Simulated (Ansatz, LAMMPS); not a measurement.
# Which site? B in place of C in amorphous carbon (150 atoms): runs compared

At which site of amorphous carbon (150 atoms) does B in place of C cost least, and what about the site decides it?

Computed with Ansatz 0.2.0: Kohn-Sham DFT, PBE, PAW (set soft_2), plane waves.

## Step 1: The cell as built

The cell holds 150 atoms: 150 C. Cell: a = 10.082 Å, b = 10.082 Å, c = 10.082 Å, α = 90.0°, β = 90.0°, γ = 90.0°. 150 atoms (150 C) placed at random at 2.92 g/cm³, melted at 6000 K for 10 ps at fixed volume with the Tersoff potential (Tersoff, Phys. Rev. B 39, 5566 (1989)). Quenched from 6000 K to 300 K at 100 K/ps and fixed volume, held 5 ps, then minimised at fixed cell.

What the set-up can't give: The quench rate of 100 K/ps is many orders above laboratory rates, so the cell is likely richer in defects and strain than a real sample. The starting topology of bonds comes from the classical model, and needn't be the one that DFT or experiment would give. The Brillouin zone is sampled at Γ only, in a cell whose shortest periodic width is 10 Å.

## Step 2: The reference run

The reference is a single point at the end of the relaxation.

Every defect cell starts from the geometry of this run and is relaxed in the fixed cell.

Its input, with most atom lines left out:

```yaml
crystal:
  lattice:
    - [10.0824, 0.0, 0.0]
    - [0.0, 10.0824, 0.0]
    - [0.0, 0.0, 10.0824]
  atoms:
    - { symbol: C, position: [0.18542, 0.25009, 0.68729] }
    - { symbol: C, position: [0.42123, 0.15941, 0.76588] }
    - { symbol: C, position: [0.03103, 0.22288, 0.33185] }
    - { symbol: C, position: [0.01845, 0.4832, 0.70091] }
    - { symbol: C, position: [0.06623, 0.26204, 0.46788] }
    - { symbol: C, position: [0.35954, 0.92107, 0.77806] }
    - { symbol: C, position: [0.50309, 0.53867, 0.8941] }
    [... atom lines 8 to 150 left out ...]
kpoints:
  mp_grid: { grid: [1, 1, 1] }
hamiltonian:
  xc: pbe
scf:
  occupations: { method: gaussian, width: 0.05 }
output:
  forces: true
  stress: true
  populations: true
  dos:
    method: { smearing: { sigma: 0.08 } }
    de: 0.1
    projected: { site_lists: { C: [C] } }
  eigenvalues: true
  write_density: true
  write_potential: true
  volumetric_format: npy
  elf: true
```

```
free energy per atom   : -250.1698 eV/atom
r.m.s. force component : 0.01159 eV/Å
pressure               : -5.158 GPa
```

Filled and empty levels are parted by 0.165 eV (at Γ alone); a semilocal functional tends to put such gaps too low. In a disordered cell it changes from sample to sample, and tail or defect levels can set it.

## Step 3: The runs

Each row is one run, on 4 threads of Arm Neoverse N1, shared host. The free energy is the program's total, comparable only between runs with the same functional, potentials and atoms.

```csv
run,atoms,outcome,"ionic steps, all passes",free energy (eV),time,host memory (GiB)
Single point at the start,150,converged,-,-37491.234,25 s,1.5
Relaxation,150,converged,53,-37525.467,17 min,1.5
Single point at the relaxed geometry,150,converged,-,-37525.467,45 s,1.6
"B on a site of C, site C85",150,converged,6,-37431.340,3 min,1.6
"B on a site of C, site C35",150,converged,7,-37432.088,3.5 min,1.6
"B on a site of C, site C25",150,converged,8,-37430.808,4 min,1.6
"B on a site of C, site C125",150,converged,21,-37431.552,10 min,1.6
"B on a site of C, site C97",150,converged,5,-37430.714,2.5 min,1.6
"B on a site of C, site C33",150,converged,6,-37431.711,2.9 min,1.6
```

Local excerpt of 10 atoms (numbers count through the whole input) about site C35, the cheapest one, after relaxation; x, y, z are measured from there.

```csv
atom,x,y,z,distance (Å),bonds
B35,0.00,0.00,0.04,0.04,4
C116,-0.62,-0.07,-1.58,1.70,4
C130,0.68,1.50,-0.53,1.72,4
C63,0.94,-1.39,0.40,1.73,3
C145,-1.07,0.38,1.41,1.81,4
C96,0.31,1.20,-2.02,2.38,4
C119,-0.04,1.15,2.26,2.54,3
C77,-2.21,0.03,-1.57,2.71,4
C99,1.15,-2.44,-0.53,2.75,3
C62,-2.22,1.34,0.94,2.76,4
```

The column of bonds counts only the pairs C-C within 1.85 Å, C-B within 1.95 Å; other neighbours, such as metal atoms beside each other in a compound, aren't counted, and periodic images can show an atom twice.

## Step 4: The sites compared

All these cells hold the same atoms, so their energies can be compared with no chemical potential.

```csv
site,neighbours,mean distance (Å),atoms within 6 Å,energy over the best site (eV),before relaxation (eV),gain on relaxing (eV)
C35,C4,1.69,130,0.00,0.00,0.23
C33,C3,1.55,133,0.38,0.55,0.41
C125,C3,1.48,137,0.54,0.89,0.58
C85,C3,1.51,132,0.75,1.07,0.55
C25,C4,1.55,135,1.28,1.43,0.38
C97,C4,1.59,134,1.37,1.42,0.28
```

Neighbours are those of the relaxed host within 1.85 Å (C-C); other pairs aren't counted.

## Step 5: What came out

The cheapest site is C35 (4 neighbours, C4); the dearest, C97 (4 neighbours, C4), costs 1.4 eV more. By coordination the energies over the best site are 0.38 to 0.75 eV with 3 neighbours and 0.00 to 1.37 eV with 4 neighbours. Relaxation gains 0.23 to 0.58 eV and leaves the best site the same.

Caveats: Defects are neutral and interact with their images. In a disordered cell the relaxation can also rearrange atoms far from the site. Only 6 of the 150 C sites were tried; unless symmetry makes the others alike to these, a cheaper one may exist. The change leaves an odd electron count, and these runs have no spin polarisation. The stress is far from hydrostatic: its diagonal is -7.8, -3.7, -3.9 GPa, compression counted positive. The pressure of -5.2 GPa means that a free cell would contract at this level.

The DFT runs together took 44 min of wall time.

[Logs are printed without paths, hosts, clocks, repeated set-up lines and the standing remarks that a program may print on its own settings, such as how far it seeks lower states.]

[Hosts, paths, dates, database ids (printed as entryN), source tags and the programs' standing remarks are cut or masked in the printed files.]
